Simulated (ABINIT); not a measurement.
# SiSnSe3 (Pm-3m): zone-centre phonons, part 4 of 4

Which modes does SiSnSe3 (Pm-3m) have at the zone centre?

ABINIT 10.8.3; DFT LDA, scalar-relativistic, plane waves, HGH norm-conserving pseudopotentials.

So far. Step 6 (Zone-centre response): The acoustic modes at Γ come out as far as 1.4 cm⁻¹ from zero, where they should vanish, a small numerical error. The lowest optical mode is imaginary, 117i cm⁻¹, an instability at this level and on this k mesh. Step 7 (Zone-centre analysis): The rule moves no optical mode by more than 0.1 cm⁻¹. The relaxed cell has a = 4.788 Å (conventional setting).

The structure was built from a prototype and need not be the compound's stable phase.

### 8. Sum rules set otherwise (asr 0)

Without the rule the raw error of the acoustic modes shows.

Contents of anaddb.abi:

```
ddb_filepath "gamma_DDB"
output_file "anaddb.abo"
outdata_prefix "anaddb"
asr 0
chneut 0
enunit 2
eivec 1
nph1l 1
qph1l 0.0 0.0 0.0 1.0
```

Contents of mrgddb.in:

```
gamma_DDB
merged
2
dfpt_gammao_DDB
gso_DDB
```

Started as:

```bash
$ mrgddb < mrgddb.in > mrgddb.log
$ OMP_NUM_THREADS=1 anaddb anaddb.abi > anaddb.log
```

anaddb.abo, the main output file:

```text
-outvars_anaddb: echo values of input variables ----------------------

 Miscellaneous information :
      enunit         2
       eivec         1
      chneut         0
 First list of wavevector (reduced coord.) :
       nph1l         1
       qph1l
                     0.00000000E+00  0.00000000E+00  0.00000000E+00    1.000E+00

================================================================================

 read the DDB information and perform some checks

  ==== Info on the Cryst% object ====
 Real(R)+Recip(G) space primitive vectors, cartesian coordinates (Bohr,Bohr^-1):
 R(1)=  9.0487551  0.0000000  0.0000000  G(1)=  0.1105124  0.0000000  0.0000000
 R(2)=  0.0000000  9.0487551  0.0000000  G(2)=  0.0000000  0.1105124  0.0000000
 R(3)=  0.0000000  0.0000000  9.0487551  G(3)=  0.0000000  0.0000000  0.1105124
 Unit cell volume ucvol=  7.4091179E+02 bohr^3
 Angles (23,13,12)=  9.00000000E+01  9.00000000E+01  9.00000000E+01 degrees
 Time-reversal symmetry is present
 Reduced atomic positions [iatom, xred, symbol]:
    1)    0.0000000  0.0000000  0.0000000  Sn
    2)    0.5000000  0.5000000  0.5000000  Si
    3)    0.5000000  0.5000000  0.0000000  Se
    4)    0.5000000  0.0000000  0.5000000  Se
    5)    0.0000000  0.5000000  0.5000000  Se

 DDB file with 3 blocks has been read.

================================================================================

 Treat the first list of vectors

  Phonon wavevector (reduced coordinates) :  0.00000  0.00000  0.00000
 Phonon energies in Hartree :
  -5.330192E-04 -5.330192E-04 -5.330192E-04 -3.404017E-04 -3.404017E-04
  -3.404017E-04 -2.312908E-04 -2.312908E-04 -2.312908E-04 -6.449673E-06
  -6.449672E-06 -6.449671E-06  1.071805E-03  1.071805E-03  1.071805E-03
 Phonon energies in meV     :
- -1.450419E+01 -1.450419E+01 -1.450419E+01 -9.262801E+00 -9.262801E+00
- -9.262801E+00 -6.293742E+00 -6.293742E+00 -6.293742E+00 -1.755045E-01
- -1.755045E-01 -1.755045E-01  2.916531E+01  2.916531E+01  2.916531E+01
 Phonon frequencies in cm-1    :
- -1.169842E+02 -1.169842E+02 -1.169842E+02 -7.470953E+01 -7.470953E+01
- -7.470953E+01 -5.076245E+01 -5.076245E+01 -5.076245E+01 -1.415540E+00
- -1.415539E+00 -1.415539E+00  2.352341E+02  2.352341E+02  2.352341E+02
 Phonon frequencies in Thz     :
- -3.507098E+00 -3.507098E+00 -3.507098E+00 -2.239735E+00 -2.239735E+00
- -2.239735E+00 -1.521820E+00 -1.521820E+00 -1.521820E+00 -4.243681E-02
- -4.243680E-02 -4.243680E-02  7.052140E+00  7.052140E+00  7.052140E+00
 Phonon energies in Kelvin  :
- -1.683141E+02 -1.683141E+02 -1.683141E+02 -1.074903E+02 -1.074903E+02
- -1.074903E+02 -7.303585E+01 -7.303585E+01 -7.303585E+01 -2.036646E+00
- -2.036645E+00 -2.036645E+00  3.384493E+02  3.384493E+02  3.384493E+02

 Eigendisplacements
 (will be given, for each mode : in cartesian coordinates
   for each atom the real part of the displacement vector,
   then the imaginary part of the displacement vector - absolute values smaller than 1.0d-7 are set to zero)
  Mode number    1   Energy   -5.330192E-04
 Attention : low frequency mode.
   (Could be unstable or acoustic mode)
-  1  0.00000000E+00  0.00000000E+00 -1.18860335E-03
-     0.00000000E+00  0.00000000E+00  0.00000000E+00
-  2  0.00000000E+00  0.00000000E+00 -1.58974924E-03
-     0.00000000E+00  0.00000000E+00  0.00000000E+00
-  3  0.00000000E+00  0.00000000E+00 -3.92530891E-04
-     0.00000000E+00  0.00000000E+00  0.00000000E+00
-  4  0.00000000E+00  0.00000000E+00  1.37305238E-03
-     0.00000000E+00  0.00000000E+00  0.00000000E+00
-  5  0.00000000E+00  0.00000000E+00  1.37305238E-03
-     0.00000000E+00  0.00000000E+00  0.00000000E+00
  Mode number    2   Energy   -5.330192E-04
 Attention : low frequency mode.
   (Could be unstable or acoustic mode)
-  1  0.00000000E+00  1.18860335E-03  0.00000000E+00
-     0.00000000E+00  0.00000000E+00  0.00000000E+00
-  2  0.00000000E+00  1.58974924E-03  0.00000000E+00
-     0.00000000E+00  0.00000000E+00  0.00000000E+00
-  3  0.00000000E+00 -1.37305238E-03  0.00000000E+00
-     0.00000000E+00  0.00000000E+00  0.00000000E+00
-  4  0.00000000E+00  3.92530891E-04  0.00000000E+00
-     0.00000000E+00  0.00000000E+00  0.00000000E+00
-  5  0.00000000E+00 -1.37305238E-03  0.00000000E+00
-     0.00000000E+00  0.00000000E+00  0.00000000E+00
  Mode number    3   Energy   -5.330192E-04
 Attention : low frequency mode.
   (Could be unstable or acoustic mode)
-  1  1.18860335E-03  0.00000000E+00  0.00000000E+00
-     0.00000000E+00  0.00000000E+00  0.00000000E+00
-  2  1.58974924E-03  0.00000000E+00  0.00000000E+00
-     0.00000000E+00  0.00000000E+00  0.00000000E+00
-  3 -1.37305238E-03  0.00000000E+00  0.00000000E+00
-     0.00000000E+00  0.00000000E+00  0.00000000E+00
-  4 -1.37305238E-03  0.00000000E+00  0.00000000E+00
-     0.00000000E+00  0.00000000E+00  0.00000000E+00
-  5  3.92530891E-04  0.00000000E+00  0.00000000E+00
-     0.00000000E+00  0.00000000E+00  0.00000000E+00
  Mode number    4   Energy   -3.404017E-04
 Attention : low frequency mode.
   (Could be unstable or acoustic mode)
-  1  0.00000000E+00  0.00000000E+00  0.00000000E+00
-     0.00000000E+00  0.00000000E+00  0.00000000E+00
-  2  0.00000000E+00  0.00000000E+00  0.00000000E+00
-     0.00000000E+00  0.00000000E+00  0.00000000E+00
-  3  0.00000000E+00  0.00000000E+00  0.00000000E+00
-     0.00000000E+00  0.00000000E+00  0.00000000E+00
-  4  0.00000000E+00  0.00000000E+00 -1.86380890E-03
-     0.00000000E+00  0.00000000E+00  0.00000000E+00
-  5  0.00000000E+00  0.00000000E+00  1.86380890E-03
-     0.00000000E+00  0.00000000E+00  0.00000000E+00
  Mode number    5   Energy   -3.404017E-04
 Attention : low frequency mode.
   (Could be unstable or acoustic mode)
-  1  0.00000000E+00  0.00000000E+00  0.00000000E+00
-     0.00000000E+00  0.00000000E+00  0.00000000E+00
-  2  0.00000000E+00  0.00000000E+00  0.00000000E+00
-     0.00000000E+00  0.00000000E+00  0.00000000E+00
-  3  0.00000000E+00 -1.86380890E-03  0.00000000E+00
-     0.00000000E+00  0.00000000E+00  0.00000000E+00
-  4  0.00000000E+00  0.00000000E+00  0.00000000E+00
-     0.00000000E+00  0.00000000E+00  0.00000000E+00
-  5  0.00000000E+00  1.86380890E-03  0.00000000E+00
-     0.00000000E+00  0.00000000E+00  0.00000000E+00
  Mode number    6   Energy   -3.404017E-04
 Attention : low frequency mode.
   (Could be unstable or acoustic mode)
-  1  0.00000000E+00  0.00000000E+00  0.00000000E+00
-     0.00000000E+00  0.00000000E+00  0.00000000E+00
-  2  0.00000000E+00  0.00000000E+00  0.00000000E+00
-     0.00000000E+00  0.00000000E+00  0.00000000E+00
-  3  1.86380890E-03  0.00000000E+00  0.00000000E+00
-     0.00000000E+00  0.00000000E+00  0.00000000E+00
-  4 -1.86380890E-03  0.00000000E+00  0.00000000E+00
-     0.00000000E+00  0.00000000E+00  0.00000000E+00
-  5  0.00000000E+00  0.00000000E+00  0.00000000E+00
-     0.00000000E+00  0.00000000E+00  0.00000000E+00
  Mode number    7   Energy   -2.312908E-04
 Attention : low frequency mode.
   (Could be unstable or acoustic mode)
-  1  0.00000000E+00  0.00000000E+00  1.33285113E-03
-     0.00000000E+00  0.00000000E+00  0.00000000E+00
-  2  0.00000000E+00  0.00000000E+00 -2.58997980E-03
-     0.00000000E+00  0.00000000E+00  0.00000000E+00
-  3  0.00000000E+00  0.00000000E+00 -1.36082795E-03
-     0.00000000E+00  0.00000000E+00  0.00000000E+00
-  4  0.00000000E+00  0.00000000E+00  1.39492589E-04
-     0.00000000E+00  0.00000000E+00  0.00000000E+00
-  5  0.00000000E+00  0.00000000E+00  1.39492589E-04
-     0.00000000E+00  0.00000000E+00  0.00000000E+00
  Mode number    8   Energy   -2.312908E-04
 Attention : low frequency mode.
   (Could be unstable or acoustic mode)
-  1  0.00000000E+00  1.33285113E-03  0.00000000E+00
-     0.00000000E+00  0.00000000E+00  0.00000000E+00
-  2  0.00000000E+00 -2.58997980E-03  0.00000000E+00
-     0.00000000E+00  0.00000000E+00  0.00000000E+00
-  3  0.00000000E+00  1.39492589E-04  0.00000000E+00
-     0.00000000E+00  0.00000000E+00  0.00000000E+00
-  4  0.00000000E+00 -1.36082795E-03  0.00000000E+00
-     0.00000000E+00  0.00000000E+00  0.00000000E+00
-  5  0.00000000E+00  1.39492589E-04  0.00000000E+00
-     0.00000000E+00  0.00000000E+00  0.00000000E+00
  Mode number    9   Energy   -2.312908E-04
 Attention : low frequency mode.
   (Could be unstable or acoustic mode)
-  1  1.33285113E-03  0.00000000E+00  0.00000000E+00
-     0.00000000E+00  0.00000000E+00  0.00000000E+00
-  2 -2.58997980E-03  0.00000000E+00  0.00000000E+00
-     0.00000000E+00  0.00000000E+00  0.00000000E+00
-  3  1.39492589E-04  0.00000000E+00  0.00000000E+00
-     0.00000000E+00  0.00000000E+00  0.00000000E+00
-  4  1.39492589E-04  0.00000000E+00  0.00000000E+00
-     0.00000000E+00  0.00000000E+00  0.00000000E+00
-  5 -1.36082795E-03  0.00000000E+00  0.00000000E+00
-     0.00000000E+00  0.00000000E+00  0.00000000E+00
  Mode number   10   Energy   -6.449673E-06
 Attention : low frequency mode.
   (Could be unstable or acoustic mode)
-  1  0.00000000E+00  0.00000000E+00 -1.19580456E-03
-     0.00000000E+00  0.00000000E+00  0.00000000E+00
-  2  0.00000000E+00  0.00000000E+00 -1.19644353E-03
-     0.00000000E+00  0.00000000E+00  0.00000000E+00
-  3  0.00000000E+00  0.00000000E+00 -1.19596470E-03
-     0.00000000E+00  0.00000000E+00  0.00000000E+00
-  4  0.00000000E+00  0.00000000E+00 -1.19546166E-03
-     0.00000000E+00  0.00000000E+00  0.00000000E+00
-  5  0.00000000E+00  0.00000000E+00 -1.19546166E-03
-     0.00000000E+00  0.00000000E+00  0.00000000E+00
  Mode number   11   Energy   -6.449672E-06
 Attention : low frequency mode.
   (Could be unstable or acoustic mode)
-  1  0.00000000E+00 -1.19580456E-03  0.00000000E+00
-     0.00000000E+00  0.00000000E+00  0.00000000E+00
-  2  0.00000000E+00 -1.19644353E-03  0.00000000E+00
-     0.00000000E+00  0.00000000E+00  0.00000000E+00
-  3  0.00000000E+00 -1.19546166E-03  0.00000000E+00
-     0.00000000E+00  0.00000000E+00  0.00000000E+00
-  4  0.00000000E+00 -1.19596470E-03  0.00000000E+00
-     0.00000000E+00  0.00000000E+00  0.00000000E+00
-  5  0.00000000E+00 -1.19546166E-03  0.00000000E+00
-     0.00000000E+00  0.00000000E+00  0.00000000E+00
  Mode number   12   Energy   -6.449671E-06
 Attention : low frequency mode.
   (Could be unstable or acoustic mode)
-  1  1.19580456E-03  0.00000000E+00  0.00000000E+00
-     0.00000000E+00  0.00000000E+00  0.00000000E+00
-  2  1.19644353E-03  0.00000000E+00  0.00000000E+00
-     0.00000000E+00  0.00000000E+00  0.00000000E+00
-  3  1.19546166E-03  0.00000000E+00  0.00000000E+00
-     0.00000000E+00  0.00000000E+00  0.00000000E+00
-  4  1.19546166E-03  0.00000000E+00  0.00000000E+00
-     0.00000000E+00  0.00000000E+00  0.00000000E+00
-  5  1.19596470E-03  0.00000000E+00  0.00000000E+00
-     0.00000000E+00  0.00000000E+00  0.00000000E+00
  Mode number   13   Energy    1.071805E-03
-  1  0.00000000E+00  0.00000000E+00  4.42525565E-05
-     0.00000000E+00  0.00000000E+00  0.00000000E+00
-  2  0.00000000E+00  0.00000000E+00  2.97753600E-03
-     0.00000000E+00  0.00000000E+00  0.00000000E+00
-  3  0.00000000E+00  0.00000000E+00 -1.87384697E-03
-     0.00000000E+00  0.00000000E+00  0.00000000E+00
-  4  0.00000000E+00  0.00000000E+00  3.74064195E-04
-     0.00000000E+00  0.00000000E+00  0.00000000E+00
-  5  0.00000000E+00  0.00000000E+00  3.74064195E-04
-     0.00000000E+00  0.00000000E+00  0.00000000E+00
  Mode number   14   Energy    1.071805E-03
-  1  0.00000000E+00 -4.42525565E-05  0.00000000E+00
-     0.00000000E+00  0.00000000E+00  0.00000000E+00
-  2  0.00000000E+00 -2.97753600E-03  0.00000000E+00
-     0.00000000E+00  0.00000000E+00  0.00000000E+00
-  3  0.00000000E+00 -3.74064195E-04  0.00000000E+00
-     0.00000000E+00  0.00000000E+00  0.00000000E+00
-  4  0.00000000E+00  1.87384697E-03  0.00000000E+00
-     0.00000000E+00  0.00000000E+00  0.00000000E+00
-  5  0.00000000E+00 -3.74064195E-04  0.00000000E+00
-     0.00000000E+00  0.00000000E+00  0.00000000E+00
  Mode number   15   Energy    1.071805E-03
-  1  4.42525565E-05  0.00000000E+00  0.00000000E+00
-     0.00000000E+00  0.00000000E+00  0.00000000E+00
-  2  2.97753600E-03  0.00000000E+00  0.00000000E+00
-     0.00000000E+00  0.00000000E+00  0.00000000E+00
-  3  3.74064195E-04  0.00000000E+00  0.00000000E+00
-     0.00000000E+00  0.00000000E+00  0.00000000E+00
-  4  3.74064195E-04  0.00000000E+00  0.00000000E+00
-     0.00000000E+00  0.00000000E+00  0.00000000E+00
-  5 -1.87384697E-03  0.00000000E+00  0.00000000E+00
-     0.00000000E+00  0.00000000E+00  0.00000000E+00

 Analysis of degeneracies and characters (maximum tolerance=1.00E-06 a.u.)
 For each vibration mode, or group of modes if degenerate,
 the characters are given for each symmetry operation (see the list in the log file).
 Symmetry characters of vibration mode #   1
       degenerate with vibration modes #   2 to    3
  3.0 -3.0 -1.0  1.0 -1.0  1.0 -1.0  1.0  1.0 -1.0 -1.0  1.0  1.0 -1.0 -1.0  1.0
  0.0 -0.0 -0.0  0.0  0.0 -0.0 -0.0  0.0  1.0 -1.0 -1.0  1.0 -1.0  1.0  1.0 -1.0
  0.0 -0.0  0.0 -0.0 -0.0  0.0 -0.0  0.0  1.0 -1.0  1.0 -1.0 -1.0  1.0 -1.0  1.0
 Symmetry characters of vibration mode #   4
       degenerate with vibration modes #   5 to    6
  3.0 -3.0 -1.0  1.0 -1.0  1.0 -1.0  1.0 -1.0  1.0  1.0 -1.0 -1.0  1.0  1.0 -1.0
  0.0 -0.0  0.0 -0.0 -0.0  0.0 -0.0  0.0 -1.0  1.0  1.0 -1.0  1.0 -1.0 -1.0  1.0
  0.0 -0.0 -0.0  0.0 -0.0  0.0  0.0 -0.0 -1.0  1.0 -1.0  1.0  1.0 -1.0  1.0 -1.0
 Symmetry characters of vibration mode #   7
       degenerate with vibration modes #   8 to    9
  3.0 -3.0 -1.0  1.0 -1.0  1.0 -1.0  1.0  1.0 -1.0 -1.0  1.0  1.0 -1.0 -1.0  1.0
  0.0 -0.0  0.0 -0.0 -0.0  0.0 -0.0  0.0  1.0 -1.0 -1.0  1.0 -1.0  1.0  1.0 -1.0
  0.0 -0.0 -0.0  0.0 -0.0  0.0  0.0 -0.0  1.0 -1.0  1.0 -1.0 -1.0  1.0 -1.0  1.0
 Symmetry characters of vibration mode #  10
       degenerate with vibration modes #  11 to   12
  3.0 -3.0 -1.0  1.0 -1.0  1.0 -1.0  1.0  1.0 -1.0 -1.0  1.0  1.0 -1.0 -1.0  1.0
 -0.0  0.0 -0.0  0.0  0.0 -0.0  0.0 -0.0  1.0 -1.0 -1.0  1.0 -1.0  1.0  1.0 -1.0
 -0.0  0.0  0.0 -0.0  0.0 -0.0 -0.0  0.0  1.0 -1.0  1.0 -1.0 -1.0  1.0 -1.0  1.0
 Symmetry characters of vibration mode #  13
       degenerate with vibration modes #  14 to   15
  3.0 -3.0 -1.0  1.0 -1.0  1.0 -1.0  1.0  1.0 -1.0 -1.0  1.0  1.0 -1.0 -1.0  1.0
 -0.0  0.0 -0.0  0.0 -0.0  0.0  0.0 -0.0  1.0 -1.0 -1.0  1.0 -1.0  1.0  1.0 -1.0
 -0.0  0.0 -0.0  0.0  0.0 -0.0 -0.0  0.0  1.0 -1.0  1.0 -1.0 -1.0  1.0 -1.0  1.0
-
```

Run time: 0.78 s. Hardware: 1 thread of Intel Xeon at 2.70GHz, shared host.

Zone-centre frequencies as printed; negative means imaginary. Modes:

```tsv
mode	frequency (cm⁻¹)
1	-117
2	-117
3	-117
4	-74.71
5	-74.71
6	-74.71
7	-50.76
8	-50.76
9	-50.76
10	-1.42
11	-1.42
12	-1.42
13	235.2
14	235.2
15	235.2
```

### 9. What came out

| Property | Result |
| --- | --- |
| space group after relaxation | Pm-3m |
| volume per atom | 22.0 Å³ |
| highest optical zone-centre mode (no LO-TO term) | 235.2 cm⁻¹ |
| lowest optical zone-centre mode | -117.0 cm⁻¹ |
| imaginary optical modes at the zone centre (no q mesh in this session) | yes |

**Reading.** At the LDA level the optical modes of SiSnSe3 (Pm-3m) at the zone centre run from 117i to 235 cm⁻¹, so the structure is a saddle point, with 9 modes beyond 10i cm⁻¹ there. These are harmonic frequencies at zero temperature: anharmonic shifts and linewidths and thermal expansion are left out. The HGH files keep few electrons and have no core correction, which is cheap but rough for Sn. In a metal the frequencies hang on the k mesh and the smearing, most of all near Kohn anomalies. The structure is a hypothetical one, built on a prototype.

[Host names and launcher messages were left out of these logs when they were recorded.]

[Logs are printed without paths, hosts, clocks, repeated set-up lines and the standing remarks that a program may print on its own settings, such as how far it seeks lower states.]

[Hosts, paths, dates, database ids (printed as entryN), source tags and the programs' standing remarks are cut or masked in the printed files.]
